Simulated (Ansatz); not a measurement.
# BiAs (model cell, started as NiAs type): phonons and vibrational spectra

How does BiAs (model cell, started as NiAs type) vibrate, and is this structure a minimum?

Main program and level: Ansatz 0.2.0; DFT PBE, scalar-relativistic, plane waves, PAW.

The structure was built from a prototype and need not be the compound's stable phase.

## 1. Starting point

The structure is hexagonal, space group P6_3/mmc (No. 194). The conventional cell has a = 4.225 Å, b = 4.225 Å, c = 6.760 Å, α = 90.00°, β = 90.00°, γ = 120.00°. Nearest to Bi lie 6 As at 2.97 Å. As has 6 Bi at 2.97 Å nearest. Farther neighbours are not listed.

## 2. Bringing the structure to rest

Harmonic phonons are second derivatives at a point where the forces vanish, and they are wanted at zero stress, so atoms and cell are relaxed first.

input.yaml reads:

```yaml
crystal:
  lattice:
    - [4.2251, 0.0, 0.0]
    - [-2.11255, 3.65905, 0.0]
    - [0.0, 0.0, 6.76017]
  atoms:
    - { symbol: Bi, position: [0.0, 0.0, 0.0] }
    - { symbol: Bi, position: [0.0, 0.0, 0.5] }
    - { symbol: As, position: [0.333333, 0.666667, 0.25] }
    - { symbol: As, position: [0.666667, 0.333333, 0.75] }
kpoints:
  mp_grid: { grid: [12, 12, 6] }
hamiltonian:
  xc: pbe
scf:
  occupations: { method: gaussian, width: 0.1 }
output:
  forces: true
  stress: true
  eigenvalues: true
relax:
  adjacent_minimum: "off"
  f_tol: 0.005
  max_steps: 80
  cell: { stress_tol: 0.05 }
```

Command:

```sh
ansatz run input.yaml --threads 4 --pin off --max-ram 7168MiB --backend cpu --events-out ev --progress --plain --runs-dir out
```

Numbers of over 12 decimals in the logs are rounded to 6 here.

Output:

```text
Warning: the atoms were moved onto the symmetric positions of the space group found under crystal.symmetry.tolerance 1.0e-5 (fractional; no operation is sought that the atoms, as they stand in a round, miss by more than twice it, and no atom is moved by as much as it), and the run uses the moved positions. Before a round's move an operation carried an atom to 4.23e-6 Å from where it should land, the largest such dist [...]
Engine: ansatz 0.2.0, aarch64-unknown-linux-gnu
Pseudopotentials: kind: paw
Pseudopotential: Bi, paw, valence charge 15, recommended cutoff 420 eV (normal), Bi.paw.azcp
Pseudopotential: As, paw, valence charge 15, recommended cutoff 420 eV (normal), As.paw.azcp
Functional definition: PBE
  parameter kappa = 0.804
  parameter beta = 0.066725
  exchange = pbe_x(kappa = kappa, mu = beta*pi^2/3)
  correlation = pbe_c(beta = beta)
Crystal: 4 atoms, lattice volume = 104.511 Å³
Basis set: ecut = 420 eV, 2033 PW (Γ), exchange–correlation on 60×60×96 points (8 copies of the dense FFT grid, shifted against one another)
Bands: 36, of which v1, the nominal top of the filled ones, is band 30 counted from 1 (29 counted from 0)
Symmetry: 24 space group operations
Space group: P63/mmc (ITA 194), of the structure as read, at distance tolerance 4.7e-5 Å
k-points: 76 of 864
Non-local potential: Bi, projectors of the file, l = 0: 2, l = 1: 2, l = 2: 2, l = 3: 2
Non-local potential: As, projectors of the file, l = 0: 2, l = 1: 2, l = 2: 3, l = 3: 1
PAW form: soft (Blöchl's): semilocal exchange-correlation on the pseudo side does not see the compensation charge
PAW one-centre angular grid: Bi, 590 points (default); XC on 64 Gauss nodes
PAW one-centre angular grid: As, 590 points (default); XC on 64 Gauss nodes
Initial density: superposition of atomic densities (neutral atoms: chi_scale 0, normalization atom), corrected by the library's trained network
Initial wavefunctions: pseudopotential atomic-orbital guess
Functional: x = pbe(κ = 0.804, μ = 0.219515), c = pbe(β = 0.066725)
SCF iter   1: F=—  HF=-34504.757784 eV  |F-HF|=—  |Δ(HF+E_count)|=         —  Δρ=1.22e-3  dr2=1.80e-3  ethr=1.77e-3  ⟨swp⟩=6.6  Hψ=11084  notcnv=0
preconditioner: auto → LDOS  [metal: Δε(μ)=0.020 eV  Ē_g=8.754 eV  σ=0.100 eV  W_gap=0.11  n_scr=22 (ndim 8)  ℏωp=16.2 eV  f_vac=0.014  D(μ)=0.99/eV (n_scr^D=2)  β→1.0]
SCF iter   2: F=—  HF=-34504.756771 eV  |F-HF|=—  |Δ(HF+E_count)|=   1.01e-3  Δρ=7.13e-4  dr2=6.50e-4  ethr=2.99e-6  ⟨swp⟩=2.0  Hψ=4872  notcnv=0  defer=2
SCF iter   3: F=—  HF=-34504.756514 eV  |F-HF|=—  |Δ(HF+E_count)|=   2.57e-4  Δρ=1.09e-4  dr2=1.47e-5  ethr=1.08e-6  ⟨swp⟩=2.0  Hψ=4158  notcnv=0  defer=2
SCF iter   4: F=—  HF=-34504.756515 eV  |F-HF|=—  |Δ(HF+E_count)|=   1.17e-6  Δρ=2.30e-5  dr2=5.57e-7  ethr=2.45e-8  ⟨swp⟩=2.0  Hψ=4161  notcnv=0  defer=2
iter 5 did not close the SCF: its close was put off for the readings that it lacked (scf_convergence_deferred on its scf_iter line)
SCF iter   5: F=-34504.756515 eV  HF=-34504.756515 eV  |F-HF|=5.86e-8  |Δ(HF+E_count)|=   3.57e-7  Δρ=4.64e-6  dr2=3.21e-8  ethr=9.28e-10  ⟨swp⟩=2.0  Hψ=4922  notcnv=0  defer=2
SCF iter   6: F=-34504.756515 eV  HF=-34504.756515 eV  |F-HF|=1.04e-9  |Δ(HF+E_count)|=   1.80e-8  Δρ=1.61e-6  dr2=1.34e-9  ethr=5.36e-11  ⟨swp⟩=5.9  Hψ=12114  notcnv=0
SCF 1 converged in 6 iterations: F = -34504.756515 eV  dr2 = 1.34e-9
  greatest PAW one-centre occupation: 0.999 electrons in one spin orbital (limit 2), on the As atom at site 3 (counted from 0), in its partial waves of l = 2
relax step   1: F+E_penalty+E_count = -34504.75651520 eV  Δ(F+E_penalty+E_count) = +0.000e0 eV  max|allowed force component| = 4.395e-17 eV/Å  Δτ_max = 0.0000 Å  P = +6.281 GPa  Ω = 104.511 Å³  (6 SCF iters, dr2 threshold 1.00e-7 eV, accepted)
Crystal: 4 atoms, lattice volume = 112.779 Å³
Basis set: ecut = 420 eV, 2213 PW (Γ), exchange–correlation on 60×60×96 points (8 copies of the dense FFT grid, shifted against one another)
Initial density: handed on by an earlier stage of this run
Initial wavefunctions: those handed on with the density
iter 1 solved again at ethr=8.39e-6 eV; its pass at ethr=3.10e-3 eV (dr2=5.03e-3 eV) is discarded
SCF iter   1: F=—  HF=-34504.992193 eV  |F-HF|=—  |Δ(HF+E_count)|=         —  Δρ=1.70e-3  dr2=5.23e-3  ethr=8.39e-6  ⟨swp⟩=2.1  Hψ=17393  notcnv=0
preconditioner: auto → LDOS  [metal: Δε(μ)=0.032 eV  Ē_g=8.356 eV  σ=0.100 eV  W_gap=0.18  n_scr=34 (ndim 8)  ℏωp=15.6 eV  f_vac=0.025  D(μ)=1.16/eV (n_scr^D=2)  β→1.0]
SCF iter   2: F=—  HF=-34504.991696 eV  |F-HF|=—  |Δ(HF+E_count)|=   4.97e-4  Δρ=5.93e-4  dr2=6.33e-4  ethr=8.39e-6  ⟨swp⟩=2.9  Hψ=4485  notcnv=0
SCF iter   3: F=—  HF=-34504.991592 eV  |F-HF|=—  |Δ(HF+E_count)|=   1.04e-4  Δρ=2.50e-4  dr2=1.78e-4  ethr=1.06e-6  ⟨swp⟩=2.0  Hψ=5018  notcnv=0
SCF iter   4: F=—  HF=-34504.991504 eV  |F-HF|=—  |Δ(HF+E_count)|=   8.80e-5  Δρ=1.09e-4  dr2=2.89e-5  ethr=2.97e-7  ⟨swp⟩=2.0  Hψ=5002  notcnv=0
SCF iter   5: F=—  HF=-34504.991495 eV  |F-HF|=—  |Δ(HF+E_count)|=   8.77e-6  Δρ=2.55e-5  dr2=1.66e-6  ethr=4.81e-8  ⟨swp⟩=2.0  Hψ=3363  notcnv=0
SCF iter   6: F=-34504.991494 eV  HF=-34504.991494 eV  |F-HF|=5.81e-8  |Δ(HF+E_count)|=   6.75e-7  Δρ=2.85e-6  dr2=1.74e-8  ethr=6.67e-10  ⟨swp⟩=6.8  Hψ=13025  notcnv=0
the search or the solves at the SCF's close seem to have found levels that the self-consistency loop had missed (the run counts 1). By its estimate they hold under 1e-12 electrons; where the run keeps them, the occupations were computed again with them
SCF 2 converged in 6 iterations: F = -34504.991494 eV  dr2 = 1.74e-8
relax step   2: F+E_penalty+E_count = -34504.99149403 eV  Δ(F+E_penalty+E_count) = -2.350e-1 eV  max|allowed force component| = 2.602e-17 eV/Å  Δτ_max = 0.0000 Å  P = +0.392 GPa  Ω = 112.779 Å³  energy of the carried Pulay correction = -1.617e-3 eV  (6 SCF iters, dr2 threshold 4.00e-7 eV, accepted)
Crystal: 4 atoms, lattice volume = 112.506 Å³
Basis set: ecut = 420 eV, 2191 PW (Γ), exchange–correlation on 60×60×96 points (8 copies of the dense FFT grid, shifted against one another)
iter 1 solved again at ethr=3.02e-6 eV; its pass at ethr=3.10e-3 eV (dr2=1.81e-3 eV) is discarded
SCF iter   1: F=—  HF=-34505.042298 eV  |F-HF|=—  |Δ(HF+E_count)|=         —  Δρ=1.04e-3  dr2=1.89e-3  ethr=3.02e-6  ⟨swp⟩=2.5  Hψ=16717  notcnv=0
preconditioner: auto → LDOS  [metal: Δε(μ)=0.032 eV  Ē_g=8.346 eV  σ=0.100 eV  W_gap=0.17  n_scr=34 (ndim 8)  ℏωp=15.7 eV  f_vac=0.014  D(μ)=1.87/eV (n_scr^D=10)  β→1.0]
SCF iter   2: F=—  HF=-34505.041973 eV  |F-HF|=—  |Δ(HF+E_count)|=   3.25e-4  Δρ=3.15e-4  dr2=7.74e-5  ethr=3.02e-6  ⟨swp⟩=2.0  Hψ=3495  notcnv=0
SCF iter   3: F=—  HF=-34505.042029 eV  |F-HF|=—  |Δ(HF+E_count)|=   5.54e-5  Δρ=6.42e-5  dr2=7.61e-6  ethr=1.29e-7  ⟨swp⟩=2.0  Hψ=5020  notcnv=0
SCF iter   4: F=—  HF=-34505.042028 eV  |F-HF|=—  |Δ(HF+E_count)|=   6.24e-7  Δρ=3.49e-5  dr2=2.40e-6  ethr=1.27e-8  ⟨swp⟩=2.0  Hψ=5021  notcnv=0
SCF iter   5: F=-34505.042026 eV  HF=-34505.042026 eV  |F-HF|=2.39e-7  |Δ(HF+E_count)|=   1.64e-6  Δρ=9.96e-6  dr2=1.68e-7  ethr=6.67e-10  ⟨swp⟩=4.4  Hψ=13779  notcnv=0
SCF 3 converged in 5 iterations: F = -34505.042026 eV  dr2 = 1.68e-7
relax step   3: F+E_penalty+E_count = -34505.04202626 eV  Δ(F+E_penalty+E_count) = -5.053e-2 eV  max|allowed force component| = 1.850e-17 eV/Å  Δτ_max = 0.0000 Å  P = -0.054 GPa  Ω = 112.506 Å³  energy of the carried Pulay correction = -1.568e-3 eV  (5 SCF iters, dr2 threshold 4.00e-7 eV, accepted)
[...]
relax step   4: F+E_penalty+E_count = -34505.04414496 eV  Δ(F+E_penalty+E_count) = -2.119e-3 eV  max|allowed force component| = 1.908e-17 eV/Å  Δτ_max = 0.0000 Å  P = -0.024 GPa  Ω = 112.165 Å³  energy of the carried Pulay correction = -1.505e-3 eV  (4 SCF iters, dr2 threshold 3.02e-7 eV, accepted)
[...]
relax step   5: F+E_penalty+E_count = -34505.04426156 eV  Δ(F+E_penalty+E_count) = -1.166e-4 eV  max|allowed force component| = 1.908e-17 eV/Å  Δτ_max = 0.0000 Å  P = +0.003 GPa  Ω = 112.041 Å³  energy of the carried Pulay correction = -1.481e-3 eV  (4 SCF iters, dr2 threshold 1.00e-8 eV, accepted)
[...]
relax step   6: F+E_penalty+E_count = -34505.04657192 eV  Δ(F+E_penalty+E_count) = -2.310e-3 eV  max|allowed force component| = 1.706e-17 eV/Å  Δτ_max = 0.0000 Å  P = +0.028 GPa  Ω = 112.041 Å³  stress off target by 7.71e-2 GPa  SCF on the basis re-selected at this cell (its energy is not comparable with the rows above)  (6 SCF iters)
[...]
relax step   7: F+E_penalty+E_count = -34505.04660001 eV  Δ(F+E_penalty+E_count) = -2.809e-5 eV  max|allowed force component| = 2.197e-17 eV/Å  Δτ_max = 0.0000 Å  P = +0.007 GPa  Ω = 112.043 Å³  energy of the carried Pulay correction = -5.588e-7 eV  (4 SCF iters, dr2 threshold 1.48e-8 eV, accepted)
iter 1 solved again at ethr=1.10e-7 eV; its pass at ethr=3.10e-3 eV (dr2=6.61e-5 eV) is discarded
SCF iter   1: F=—  HF=-34505.046628 eV  |F-HF|=—  |Δ(HF+E_count)|=         —  Δρ=2.08e-5  dr2=1.15e-8  ethr=1.10e-7  ⟨swp⟩=3.2  Hψ=18201  notcnv=0
eigensolver tolerance schedule: the retry pair's looser diagonalisation over-reported the residual by 5757.27 of it (diagonalisation noise at 0.26 of the residual, at the tolerance the schedule requests for it); recorded, not acted on — ethr = c·dr2/N_el stays at c = 1.0e-1
preconditioner: auto → LDOS  [metal: Δε(μ)=0.001 eV  Ē_g=8.355 eV  σ=0.100 eV  W_gap=0.00  n_scr=34 (ndim 8)  ℏωp=15.7 eV  f_vac=0.012  D(μ)=2.11/eV (n_scr^D=10)  β→1.0]
SCF iter   2: F=—  HF=-34505.046599 eV  |F-HF|=—  |Δ(HF+E_count)|=   2.90e-5  Δρ=1.02e-6  dr2=9.31e-10  ethr=1.91e-11  ⟨swp⟩=3.1  Hψ=7296  notcnv=0
SCF iter   3: F=—  HF=-34505.046599 eV  |F-HF|=—  |Δ(HF+E_count)|=  2.18e-10  Δρ=4.61e-7  dr2=4.98e-10  ethr=1.55e-12  ⟨swp⟩=2.0  Hψ=5023  notcnv=0
SCF iter   4: F=—  HF=-34505.046599 eV  |F-HF|=—  |Δ(HF+E_count)|=  3.06e-10  Δρ=2.42e-7  dr2=1.08e-10  ethr=1.00e-12  ⟨swp⟩=2.0  Hψ=4469  notcnv=0
SCF iter   5: F=-34505.046599 eV  HF=-34505.046599 eV  |F-HF|=1.46e-11  |Δ(HF+E_count)|=  6.55e-11  Δρ=4.38e-8  dr2=3.69e-12  ethr=1.00e-12  ⟨swp⟩=5.7  Hψ=11133  notcnv=0
SCF 8 converged in 5 iterations: F = -34505.046599 eV  dr2 = 3.69e-12
relax step   8: F+E_penalty+E_count = -34505.04659919 eV  Δ(F+E_penalty+E_count) = +8.176e-7 eV  max|allowed force component| = 2.197e-17 eV/Å  Δτ_max = 0.0000 Å  P = +0.007 GPa  Ω = 112.043 Å³  stress off target by 1.06e-2 GPa  SCF on the basis re-selected at this cell (its energy is not comparable with the rows above)  (5 SCF iters)
basis re-selected at this cell: Δ(F+E_penalty+E_count) = +8.176e-7 eV, ΔP = +0.000 GPa vs the last step (what re-selecting the basis moved, of the pressure what is left beyond the Pulay correction that the steps carried, after the strain that the cell walked since its last selection, with what the two solves' SCF thresholds leave and, on support functions, any second-order correction that the steps lacked; it is no m [...]
SCF converged after 5 iterations
Free energy (F): -34505.046599 eV
Harris-Foulkes:  -34505.046599 eV  (|F-HF|=1.46e-11)
Internal energy: -34505.036072 eV  (E = F + TS)
E sigma→0 (E₀):  -34505.041335 eV
Entropy (-TS):   -0.010528 eV (-2.632 meV/atom)
Fermi energy:    10.098081 eV
--- Per-component energies (eV) ---
  E_band       = -674.228036
  E_kinetic    = 807.125420
  E_local      = -6490.613464  (includes V_loc(G=0)·N_el)
  E_nonlocal   = -220.108453
  E_hartree    = 2890.974493
  E_xc         = -460.964406
  E_vxc        = -446.643594  (∫ρ·V_xc dr)
  E_paw        = -24995.055255  (= ΣΔE_a)
  E_vpaw       = -105.936165  (= ΣTr[D̂ρ^β])
  E_aug_tail   = -0.000873  (compensation charges beyond the density's cutoff)
  E_ewald      = -6036.393534
  E_smearing   = -0.010528  (= −TS)
  E_closure    = 0.000000  (closes the sum)
  Σ components = -34505.046599   (vs F -34505.046599, Δ=0.00e0)
--- Forces (eV/Å), atoms counted from 1 ---
  atom   1  Bi     0.00000000     0.00000000     0.00000000
  atom   2  Bi    -0.00000000    -0.00000000     0.00000000
  atom   3  As    -0.00000000    -0.00000000     0.00000000
  atom   4  As     0.00000000     0.00000000    -0.00000000
  max |Σ_I F_I| component: 2.31e-18 eV/Å
--- Stress (GPa, compression-positive) ---
        0.004718       0.000000      -0.000000
       -0.000000       0.004718       0.000000
       -0.000000       0.000000       0.010578
  P = ⅓ Tr σ = 0.0067 GPa (0.067 kbar)
--- Band table (eV; the first three rows and the last of 76) ---
  k-point 0: bands = [... 26 lower, 8.6586, 9.7879, 9.7879, 9.7976, 10.7629, 11.5760, 11.5760, 12.5970, ... 2 higher]
  k-point 1: bands = [... 26 lower, 8.7176, 9.5438, 9.6848, 9.6848, 11.0895, 11.6444, 11.6444, 12.5145, ... 2 higher]
  k-point 2: bands = [... 26 lower, 8.8869, 9.1297, 9.4343, 9.4343, 11.7204, 11.8204, 11.8204, 12.3084, ... 2 higher]
  k-point 75: bands = [... 26 lower, 7.4650, 7.4650, 9.0104, 9.0104, 9.6568, 9.6568, 13.9082, 13.9082, ... 2 higher]
--- Relaxed structure (6 steps of the walk, 6 accepted, 2 SCFs on fresh bases) ---
  F+E_penalty+E_count = -34505.04659919 eV   max|allowed force component| = 2.197e-17 eV/Å   (the final SCF, on the basis selected at the relaxed cell)
  cell:  # Å, volume = 112.0429 Å³
    - [4.177318, 0, 0]
    - [-2.088659, 3.617663, 0]
    - [0, 0, 7.414108]
  atoms:
    - { symbol: Bi, position: [0, 0, 0.0] }
    - { symbol: Bi, position: [0, 0, 0.5] }
    - { symbol: As, position: [0.333333, 0.666667, 0.25] }
    - { symbol: As, position: [0.666667, 0.333333, 0.75] }
```

The job ended after 27 s (4 threads of Arm Neoverse V2, shared host; peak memory 0.59 GiB).

Relaxation path:

| step | energy less that of the first step (eV) | largest force component (eV/Å) | pressure (GPa) | volume (Å³) |
| --- | --- | --- | --- | --- |
| 1 | 0.0000 | 0.0000 | 6.28 | 104.51 |
| 2 | -0.2350 | 0.0000 | 0.39 | 112.78 |
| 3 | -0.2855 | 0.0000 | -0.05 | 112.51 |
| 4 | -0.2876 | 0.0000 | -0.02 | 112.16 |
| 5 | -0.2877 | 0.0000 | 0.00 | 112.04 |
| 6* | -0.2901 | 0.0000 | 0.03 | 112.04 |
| 7 | -0.2901 | 0.0000 | 0.01 | 112.04 |
| 8* | -0.2901 | 0.0000 | 0.01 | 112.04 |

Relaxation steps marked * repeat the geometry before them on a plane-wave basis chosen anew for their cell, so energy and pressure can jump there.

The run keeps the 24 symmetry operations that it works with, so distortions that break them were not tested.

| conventional cell, symmetrised | before | after | change |
| --- | --- | --- | --- |
| a (Å) | 4.225 | 4.177 | -1.1 % |
| b (Å) | 4.225 | 4.177 | -1.1 % |
| c (Å) | 6.760 | 7.414 | +9.7 % |
| volume (Å³/atom) | 26.13 | 28.01 | +7.2 % |

Final coordinates:

```xyz
4
Lattice="4.1773 0.0000 0.0000 -2.0887 3.6177 0.0000 0.0000 0.0000 7.4141" Properties=species:S:1:pos:R:3 pbc="T T T"
Bi    0.0000    0.0000    0.0000
Bi    0.0000    0.0000    3.7071
As    0.0000    2.4118    1.8535
As    2.0887    1.2059    5.5606
```

Numbers from this step:

```
pressure          : 0.006671 GPa
volume per atom   : 28.01 Å³
gap on the k-mesh : 0 eV
```

In this step the volume went from 26.13 to 28.01 Å³/atom.

## 3. Tight relaxation

Phonons need a cell at rest on their own settings, so the relaxation is repeated with tight tolerances on forces and stress on the k mesh and occupations of the first response run.

input.yaml reads:

```yaml
crystal:
  lattice:
    - [4.1773176012, 0.0, 0.0]
    - [-2.0886588006, 3.6176631623, 0.0]
    - [0.0, 0.0, 7.4141078752]
  atoms:
    - { symbol: Bi, position: [0.0, 0.0, 0.0] }
    - { symbol: Bi, position: [0.0, 0.0, 0.5] }
    - { symbol: As, position: [0.3333333333, 0.6666666667, 0.25] }
    - { symbol: As, position: [0.6666666667, 0.3333333333, 0.75] }
kpoints:
  mp_grid: { grid: [12, 12, 6] }
hamiltonian:
  xc: pbe
scf:
  occupations: { method: methfessel_paxton, width: 0.2 }
output:
  forces: true
  stress: true
  eigenvalues: true
relax:
  adjacent_minimum: "off"
  f_tol: 0.001
  max_steps: 60
  cell: { stress_tol: 0.01 }
```

Output:

```text
[...]
Crystal: 4 atoms, lattice volume = 112.043 Å³
Basis set: ecut = 420 eV, 2143 PW (Γ), exchange–correlation on 60×60×100 points (8 copies of the dense FFT grid, shifted against one another)
Bands: 36, of which v1, the nominal top of the filled ones, is band 30 counted from 1 (29 counted from 0)
Symmetry: 24 space group operations
[...]
k-points: 76 of 864
[...]
--- Relaxed structure (1 steps of the walk, 1 accepted, 1 SCFs on fresh bases) ---
[...]
cell:  # Å, volume = 112.0429 Å³
    - [4.177318, 0.0, 0.0]
    - [-2.088659, 3.617663, 0.0]
    - [0.0, 0.0, 7.4141078752]
  atoms:
    - { symbol: Bi, position: [0.0, 0.0, 0.0] }
    - { symbol: Bi, position: [0.0, 0.0, 0.5] }
    - { symbol: As, position: [0.333333, 0.666667, 0.25] }
    - { symbol: As, position: [0.666667, 0.333333, 0.75] }
[key lines of the parts left out:]
SCF converged after 6 iterations
Free energy (F): -34505.043583 eV
Fermi energy:    10.095159 eV
P = ⅓ Tr σ = -0.0003 GPa (-0.003 kbar)
```

Elapsed: 7.9 s, on 4 threads; peak memory 0.58 GiB; 30 s of CPU time.

Little changed from the start: no atom moved by 0.005 Å and no cell edge by 0.1 %.

This step gave:

```yaml
pressure: -3.47e-4 GPa
```

The forces vanish by symmetry and the pressure is 0.000 GPa, within the tolerances set. The cell now holds 28.01 Å³/atom.

(Continued in part 2 of 2.)

[Logs are printed without paths, hosts, clocks, repeated set-up lines and the standing remarks that a program may print on its own settings, such as how far it seeks lower states.]

[Hosts, paths, dates, database ids (printed as entryN), source tags and the programs' standing remarks are cut or masked in the printed files.]
